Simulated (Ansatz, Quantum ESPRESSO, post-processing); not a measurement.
# Work function of relaxed Hf(0001) under two functionals, part 3 of 3

Wanted: relaxation and work function of Hf(0001).

Quantum ESPRESSO 7.5; plane-wave DFT, PBE, GBRV ultrasoft pseudopotentials; geometry and cross-check by Ansatz 0.2.0 with PAW datasets.

So far. Step 2 (Relaxation with Ansatz of (0001)): The relaxation lowers the energy by 17 meV an atom. Held were the atoms numbered 3 and 4; the forces quoted are those on the free ones.

## Step 4: Potential by pp.x of (0001) (continued)

The potential energy, planar mean oscillates, so the rows of the table below give means over windows of 2.48 Å about each position, cut where the curve ends. Its maxima inside the range that stand out by 2 % of the span (Å: eV): 9.3: -1.47, 11.8: -0.264, 13.1: -7.10, 14.4: -0.773, 15.6: -7.10, 16.9: -0.264, 19.3: -1.47. Its minima: 7.8: -7.79, 10.7: -7.46, 12.7: -7.44, 13.3: -7.39, 15.3: -7.39, 15.9: -7.44, 17.9: -7.46, 20.9: -7.79.

Electrostatic potential energy of an electron; zero at the Fermi level. Potential energy, planar mean against z; means over each step:

```csv
z (Å),"potential energy, planar mean (eV)"
1.24,4.42
3.72,4.40
6.20,1.85
8.68,-5.35
11.16,-4.58
13.64,-4.88
16.12,-4.69
18.60,-5.15
21.08,-4.24
23.56,4.12
26.04,4.41
28.52,4.42
```

## Step 5: Ground state of (0001), PBEsol

The same atoms under a second functional.

Level of this step: plane-wave DFT, PBEsol, GBRV ultrasoft pseudopotentials (Quantum ESPRESSO 7.5).

Contents of 0001.pbesol.in:

```
&control
  prefix = '0001.pbesol'
  outdir = './out'
  pseudo_dir = './pseudo'
  calculation = 'scf'
  tprnfor = .true.
/
&system
  ibrav = 0
  nat = 6
  ntyp = 1
  ecutwfc = 40
  ecutrho = 200
  occupations = 'smearing'
  smearing = 'mv'
  degauss = 0.02
/
&electrons
  conv_thr = 1e-07
  mixing_beta = 0.4
  electron_maxstep = 120
  mixing_mode = 'local-TF'
/
ATOMIC_SPECIES
  Hf  178.4900  hf_pbesol_v1.uspp.F.UPF
CELL_PARAMETERS angstrom
  3.19999999999411 0.00000000000000 0.00000000000000
  1.59999999999705 2.77128129210510 0.00000000000000
  0.00000000000000 0.00000000000000 28.65600000000000
ATOMIC_POSITIONS crystal
  Hf  0.666666666667 0.666666666667 0.281643089138
  Hf  0.000000000000 -0.000000000000 0.364754126176
  Hf  0.666666666667 0.666666666667 0.455834729200
  Hf  0.000000000000 0.000000000000 0.544165270800
  Hf  0.666666666667 0.666666666667 0.635245865548
  Hf  0.000000000000 -0.000000000000 0.718356902756
K_POINTS automatic
  12 12 1 0 0 0
```

Run with:

```
$ OMP_NUM_THREADS=1 mpirun -n 2 pw.x -nk 2 -in 0001.pbesol.in > 0001.pbesol.out
```

What it wrote:

```text
[banner, memory and clock lines left out]
Program PWSCF v.7.5 starts
[...]
Message from routine setup:
[...]
number of electrons       =        72.00
     number of Kohn-Sham states=           43
     kinetic-energy cutoff     =      40.0000  Ry
     charge density cutoff     =     200.0000  Ry
[...]
number of k points=    19  Marzari-Vanderbilt smearing, width (Ry)=  0.0200
[...]
Dense  grid:    81957 G-vectors     FFT dimensions: (  27,  27, 243)
[...]
negative rho (up, down):  7.651E-01 0.000E+00
     Starting wfcs are   78 randomized atomic wfcs
[...]
negative rho (up, down):  6.960E-01 0.000E+00
[...]
estimated scf accuracy    <     115.73641878 Ry
[...]
negative rho (up, down):  5.926E-01 0.000E+00
[...]
estimated scf accuracy    <       8.79138968 Ry
[...]
negative rho (up, down):  5.473E-01 0.000E+00
[...]
estimated scf accuracy    <       4.56576110 Ry
[...]
negative rho (up, down):  6.400E-01 0.000E+00
[...]
estimated scf accuracy    <       0.32412439 Ry
[...]
negative rho (up, down):  6.323E-01 0.000E+00
[...]
estimated scf accuracy    <       0.40920222 Ry
[...]
negative rho (up, down):  6.655E-01 0.000E+00
[...]
estimated scf accuracy    <       0.05902593 Ry
[...]
negative rho (up, down):  6.684E-01 0.000E+00
[...]
estimated scf accuracy    <       0.02479271 Ry
[...]
negative rho (up, down):  6.655E-01 0.000E+00
[...]
estimated scf accuracy    <       0.01991696 Ry
[...]
negative rho (up, down):  6.535E-01 0.000E+00
[...]
estimated scf accuracy    <       0.01608055 Ry
[...]
negative rho (up, down):  6.517E-01 0.000E+00
[...]
estimated scf accuracy    <       0.00484555 Ry
[...]
negative rho (up, down):  6.633E-01 0.000E+00
[...]
estimated scf accuracy    <       0.00623117 Ry
[...]
negative rho (up, down):  6.624E-01 0.000E+00
[...]
estimated scf accuracy    <       0.00065438 Ry
[...]
negative rho (up, down):  6.631E-01 0.000E+00
[...]
estimated scf accuracy    <       0.00020972 Ry
[...]
negative rho (up, down):  6.626E-01 0.000E+00
[...]
estimated scf accuracy    <       0.00002494 Ry
[...]
negative rho (up, down):  6.626E-01 0.000E+00
[...]
estimated scf accuracy    <       0.00001075 Ry
[...]
negative rho (up, down):  6.623E-01 0.000E+00
[...]
estimated scf accuracy    <       0.00000592 Ry
[...]
negative rho (up, down):  6.623E-01 0.000E+00
[...]
estimated scf accuracy    <       0.00000111 Ry
[...]
negative rho (up, down):  6.622E-01 0.000E+00
[...]
estimated scf accuracy    <       0.00000042 Ry
[...]
negative rho (up, down):  6.622E-01 0.000E+00
[...]
the Fermi energy is     5.7155 ev
!    total energy              =    -951.04700760 Ry
     estimated scf accuracy    <       0.00000003 Ry
     smearing contrib. (-TS)   =      -0.00192513 Ry
     internal energy E=F+TS    =    -951.04508246 Ry
[...]
one-electron contribution =   -4322.75019185 Ry
     hartree contribution      =    2163.47666816 Ry
     xc contribution           =    -451.33819600 Ry
     ewald contribution        =    1659.56663724 Ry
     convergence has been achieved in  19 iterations
     negative rho (up, down):  6.622E-01 0.000E+00
[...]
Total force =     0.019197     Total SCF correction =     0.000759
[...]
```

It took 2.2 min on 2 MPI ranks of Arm Neoverse V2, shared host; peak memory 0.78 GiB.

Numbers from this step:

* free energy: -12939.6537 eV
* Fermi energy: 5.715 eV

## Step 6: Potential by pp.x of (0001)

Contents of 0001.pbesol.pot.in:

```
&inputpp
  prefix = '0001.pbesol'
  outdir = './out'
  filplot = '0001.pbesol.pot.dat'
  plot_num = 11
/
```

Run with:

```
$ OMP_NUM_THREADS=1 mpirun -n 2 pp.x -in 0001.pbesol.pot.in > 0001.pbesol.pot.out
```

The job ended after 1.1 s (2 MPI ranks; peak memory 0.28 GiB).

Numbers from this step:

| Item | Value |
| --- | --- |
| work function of the upper face | 4.455 eV |
| slope of the potential above | 0.002163 eV/Å |
| upper vacuum line continued to the top atoms, over the Fermi level | 4.444 eV |
| work function of the lower face | 4.456 eV |
| slope of the potential below | -0.001541 eV/Å |
| lower vacuum line continued to the bottom atoms, over the Fermi level | 4.447 eV |

On (0001) the work function under PBEsol lies +0.04 eV from PBE's.

## Step 7: The series side by side

All levels:

```csv
level,work function (eV),"Ansatz, PBE (eV)",CPU time (s)
"(0001), PBE",4.414,4.333,310.5
"(0001), PBEsol",4.455,-,269.4
```

## Step 8: A check by hand

For (0001) under PBE, on the run's own zero: φ = 10.235 − (5.820) = 4.415 eV.

## Step 9: What came out

```yaml
work_function_of_0001_pbe: 4.41 eV
work_function_of_0001_pbesol: 4.46 eV
```

**Reading.** Under PBE the work function is 4.41 eV on (0001). PBEsol lies +0.04 eV from PBE on the same atoms. The top two spacings change by -5.9 and +3.1 % on (0001). Ansatz, with Fermi-Dirac smearing and its own datasets, agrees within 0.08 eV under PBE. The slabs are thin and unreconstructed, at the tabulated lattice constant; thickness and mesh leave some 0.05 to 0.1 eV open.

Calculation against experiment:

| quantity | measured | (0001), PBE |
| --- | --- | --- |
| work function, loosely compared (polycrystalline sample, no single face) (eV) | 3.9 | 4.41 (+0.51 eV) |

Measured values from arxiv:1902.07811 (2019).

Verdict: The work function, set beside that of the polycrystal, is off by +0.51 eV. A polycrystal averages over faces, so this is a loose comparison.

[Logs are printed without paths, hosts, clocks, repeated set-up lines and the standing remarks that a program may print on its own settings, such as how far it seeks lower states.]

[Hosts, paths, dates, database ids (printed as entryN), source tags and the programs' standing remarks are cut or masked in the printed files.]

[Maps of the electrostatic potential energy from Ansatz leave out the sawtooth potential of an applied field or a dipole correction, so their vacuum need not be flat; planar profiles and work functions include it.]
